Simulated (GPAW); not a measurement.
# PtS2 (1T monolayer): G0W0 with GPAW, start to end, part 2 of 2

How does a plane-wave GW calculation on PtS2 (1T monolayer) run from the first input to the gap?

GPAW 26.7.0; LDA and many-body steps on it, plane waves. Known limits of the many-body steps: not at the basis limit; no spin polarisation; d states lean on the start; no spin-orbit coupling.

So far. Step 3 (Ground state): The gap is indirect, with the least direct gap 0.17 eV higher. Step 4 (Empty states on the mesh, 9×9×1 mesh, 250 bands): On this mesh the gap is 1.803 eV. The earlier step found 1.763 eV, so this mesh misses an edge.

## (5) Screening and self-energy, 9×9×1 mesh, 111 bands, screening to 48 eV

Now the one-shot GW correction: screening in the RPA, then the self-energy of the levels asked for.

This step: G0W0 on LDA, plane waves, PAW.

The input, run.py:

```python
import json
import numpy as np
from gpaw.mpi import world
from gpaw.response.g0w0 import G0W0

gw = G0W0('full.gpw',
    filename='gw',
    kpts=[0, 1, 3],
    bands=(12, 16),
    ecut=48,
    nbands=111,
    truncation='2D',
    integrate_gamma='sphere',
    q0_correction=True,
    frequencies={'type': 'nonlinear', 'domega0': 0.15, 'omega2': 15.0},
    eta=0.1,
    nblocksmax=True)
gw.calculate()
res = {mode: {k: v for k, v in r.items() if k != 'sigma_eskwn'}
       for mode, r in gw.all_results.items()}

if world.rank == 0:
    with open('result.json', 'w') as f:
        json.dump(res, f, default=lambda x: x.tolist())
```

Started as:

```console
$ mpirun -n 4 gpaw python run.py
```

Numbers of over 12 decimals in the logs are rounded to 6 here.

Output:

```text
Using integrator: PointIntegrator
NonLinearFrequencyDescriptor(from 0.000 to 99.497 eV, 178 points)
Nonperiodic BCs:  [False False  True]
Using integrator: PointIntegrator
NonLinearFrequencyDescriptor(from 0.000 to 99.497 eV, 178 points)
Nonperiodic BCs:  [False False  True]
Applying analytical 2D correction to W:
    Evaluating Gamma point contribution to W on a 17x17x1 grid
  ___  _ _ _
 |   || | | |
 | | || | | |
 |__ ||_____|
 |___|

BZ k-points: Symmetries present (total): 12

  [... matrices ...]
81 k-points: 9 x 9 x 1 Monkhorst-Pack grid
12 k-points in the irreducible part of the Brillouin zone
       k-points in crystal coordinates                weights
   0:     0.00000000    0.00000000    0.00000000          1/81
   1:     0.11111111    0.00000000    0.00000000          6/81
   2:     0.22222222   -0.11111111    0.00000000          6/81
   3:     0.22222222    0.00000000    0.00000000          6/81
   4:     0.33333333   -0.11111111    0.00000000         12/81
   5:     0.33333333    0.00000000    0.00000000          6/81
   6:     0.33333333    0.33333333    0.00000000          2/81
   7:     0.44444444   -0.22222222    0.00000000          6/81
   8:     0.44444444   -0.11111111    0.00000000         12/81
   9:     0.44444444    0.00000000    0.00000000          6/81
          ...
  11:     0.44444444    0.44444444    0.00000000          6/81

Distributing spins, k-points and bands (1 x 3 x 4) over 1 process
Number of blocks: 4

Quasi particle states:
k-points (IBZ indices): [0, 1, 3]
Band range: (12, 16)
  [... matrices ...]
Computational parameters:
Plane wave cut-off: 48 eV
Number of bands: 111
Coulomb cutoff: 2D
Broadening: 0.1 eV

fxc modes: GW
Kernel: RPA
Using full-frequency real axis integration
Summing all q:

Calculating screened Coulomb potential
2D Coulomb truncation
NonLinearFrequencyDescriptor(from 0.000 to 99.497 eV, 178 points)
Removing empty qpoint cache files...

Calculating chi0 body with:
    Ground state adapter containing:
    Number of spins: 1
    Number of kpoints: 81
    Number of irreducible kpoints: 12
    Number of completely occupied states: 14
    Number of partially occupied states: 14
    Occupied states memory: 4.844970703125 M / cpu

    Linear response parametrization:
    q_c: [0.0, 0.0, 0.0]
    Number of frequency points: 178
    Planewave cutoff: 48.0
    Number of bands: 111
    Number of planewaves: 93
    Broadening (eta): 0.1
    comm.size: 4
    kncomm.size: 1
    blockcomm.size: 4

    Memory estimate of potentially large arrays:
        chi0_wGG: 5.872810 M / cpu
Integrating chi0 body.

Symmetries of q_c:
    Direct symmetries (Uq -> q): 12
    Indirect symmetries (TUq -> q): 0
In total 12 allowed symmetries.

  [... matrices ...]
12 groups of equivalent kpoints. 85.185185% reduction.

Integral kind: spectral function
Integrating chi0 head and wings.

Symmetries of q_c:
    Direct symmetries (Uq -> q): 12
    Indirect symmetries (TUq -> q): 0
In total 12 allowed symmetries.

  [... matrices ...]
12 groups of equivalent kpoints. 85.185185% reduction.

Integral kind: spectral function wings

Calculating chi0 body with:
    Ground state adapter containing:
    Number of spins: 1
    Number of kpoints: 81
    Number of irreducible kpoints: 12
    Number of completely occupied states: 14
    Number of partially occupied states: 14
[... the further q-points ...]

Results:
f:      Occupation numbers
eps:     KS-eigenvalues [eV]
vxc:     KS vxc [eV]
exx:     Exact exchange [eV]
sigma:   Self-energies [eV]
dsigma:  Self-energy derivatives
Z:       Renormalization factors
qp:      QP-energies [eV]

k-point 0 (0): (0.000, 0.000, 0.000)                GW
band       f     eps     vxc     exx   sigma  dsigma       Z      qp
                                                                   GW
  12   1.000  -2.020 -16.697 -18.390   1.746  -0.380   0.725  -1.982
  13   1.000  -2.020 -16.697 -18.390   1.746  -0.380   0.725  -1.982
  14   0.000   1.619 -21.243 -16.995  -2.836  -0.406   0.711   2.624
  15   0.000   1.619 -21.243 -16.995  -2.836  -0.406   0.711   2.624

k-point 1 (1): (0.111, 0.000, 0.000)                GW
band       f     eps     vxc     exx   sigma  dsigma       Z      qp
                                                                   GW
  12   1.000  -1.957 -17.575 -19.439   1.926  -0.375   0.727  -1.912
  13   1.000  -1.802 -19.451 -21.968   2.495  -0.393   0.718  -1.818
  14   0.000   0.852 -20.203 -16.369  -2.320  -0.674   0.597   1.756
  15   0.000   1.400 -20.881 -16.656  -2.767  -0.719   0.582   2.249

k-point 2 (3): (0.222, 0.000, 0.000)                GW
band       f     eps     vxc     exx   sigma  dsigma       Z      qp
                                                                   GW
  12   1.000  -2.029 -17.121 -19.354   2.167  -0.395   0.717  -2.076
  13   1.000  -1.901 -19.794 -22.605   2.738  -0.406   0.711  -1.953
  14   0.000   0.001 -19.888 -16.240  -2.117  -0.426   0.702   1.075
  15   0.000   1.141 -20.512 -16.244  -2.737  -0.711   0.585   2.036
```

Wall time 2.6 min (4 MPI ranks of Arm Neoverse V1, shared host); peak memory 1.9 GiB.

Numbers from this step:

| Quantity | Value |
| --- | --- |
| G0W0 gap on the points computed | 2.893 eV |
| least direct G0W0 gap on the computed points | 3.028 eV |
| Z at the valence top | 0.7180 |
| Z at the conduction bottom | 0.7015 |
| starting gap on the mesh | 1.803 eV |
| k of the valence top | 0.1111, 0, 0 |
| k of the conduction bottom | 0.2222, 0, 0 |

The gap on the mesh goes from 1.80 eV to 2.89 eV, a correction of +1.09 eV. The start differs from the 1.76 eV found before because the two sample other k points.

Limits: finite bands, cutoff and mesh; no spin polarisation; d states lean on the start; no spin-orbit coupling. v1 is the top filled band, c1 the lowest empty one. Levels before and after the correction, in eV, zero at the valence-band top of each column:

```
           conduction bottom  valence top
Kohn-Sham               1.80         0.00
     G0W0               2.89         0.00
```

```
                    level  energy (eV)
Kohn-Sham  (0.111 0 0) v2       -0.155
Kohn-Sham  (0.111 0 0) v1        0.000
Kohn-Sham  (0.111 0 0) c1        2.655
Kohn-Sham  (0.111 0 0) c2        3.203
Kohn-Sham  (0.222 0 0) v2       -0.227
Kohn-Sham  (0.222 0 0) v1       -0.098
Kohn-Sham  (0.222 0 0) c1        1.803
Kohn-Sham  (0.222 0 0) c2        2.943
     G0W0  (0.111 0 0) v2       -0.094
     G0W0  (0.111 0 0) v1        0.000
     G0W0  (0.111 0 0) c1        3.575
     G0W0  (0.111 0 0) c2        4.067
     G0W0  (0.222 0 0) v2       -0.258
     G0W0  (0.222 0 0) v1       -0.134
     G0W0  (0.222 0 0) c1        2.893
     G0W0  (0.222 0 0) c2        3.854
```

## (6) Where the time went

Times are wall times on 4 MPI ranks of Arm Neoverse V1, shared host, good to a factor of about two.

```
                     step     time  share  memory (GiB)
               relaxation     53 s   16 %          0.97
             ground state     11 s    3 %          0.71
 empty states on the mesh  1.8 min   34 %           4.0
screening and self-energy  2.6 min   47 %           1.9
```

## (7) Summary of results

| Item | Value |
| --- | --- |
| LDA gap | 1.76 eV, indirect |
| G0W0 gap on the mesh | 2.89 eV |
| G0W0 gap over the zone (rigid shift) | 2.85 eV |
| GW settings | 9×9×1 mesh, 111 bands, screening to 48 eV, full frequency, Hilbert transform |
| known limits | not at the basis limit; no spin polarisation; d states lean on the start; no spin-orbit coupling |

G0W0 moves the gap on the mesh from 1.80 eV to 2.89 eV (+1.09 eV), with Z of 0.72 and 0.70 at the edges. The mesh misses the band edges by 0.04 eV in all; a rigid shift gives 2.85 eV for the zone. Only 3 of the mesh's irreducible points were corrected, so a valley elsewhere could overtake. Bands and cutoff are finite, so the gap is not at the basis limit. The miss can reach some tenths of an eV and take either sign; the mesh is an error of its own. These stock PAW sets were not made for GW. In the G0W0 run levels were corrected at 3 k points alone, so a gap called «on the mesh» is the least over those, and an edge elsewhere would be missed. The runs have no spin polarisation. For a closed low-spin shell that is the natural state; where a d or f shell is open it is a constraint, and the gap is then not the crystal's own. With d states at the gap, one-shot GW leans hard on its start. The many-body steps are scalar-relativistic: spin-orbit coupling is not in them.

[Paths, hosts, dates, memory and timing lines, banners, echoed tables and standing remarks are left out of the program output.]

[Logs are printed without paths, hosts, clocks, repeated set-up lines and the standing remarks that a program may print on its own settings, such as how far it seeks lower states.]

[Runs of the session that timed out or met a known fault of the program may be left out.]

[Hosts, paths, dates, database ids (printed as entryN), source tags and the programs' standing remarks are cut or masked in the printed files.]
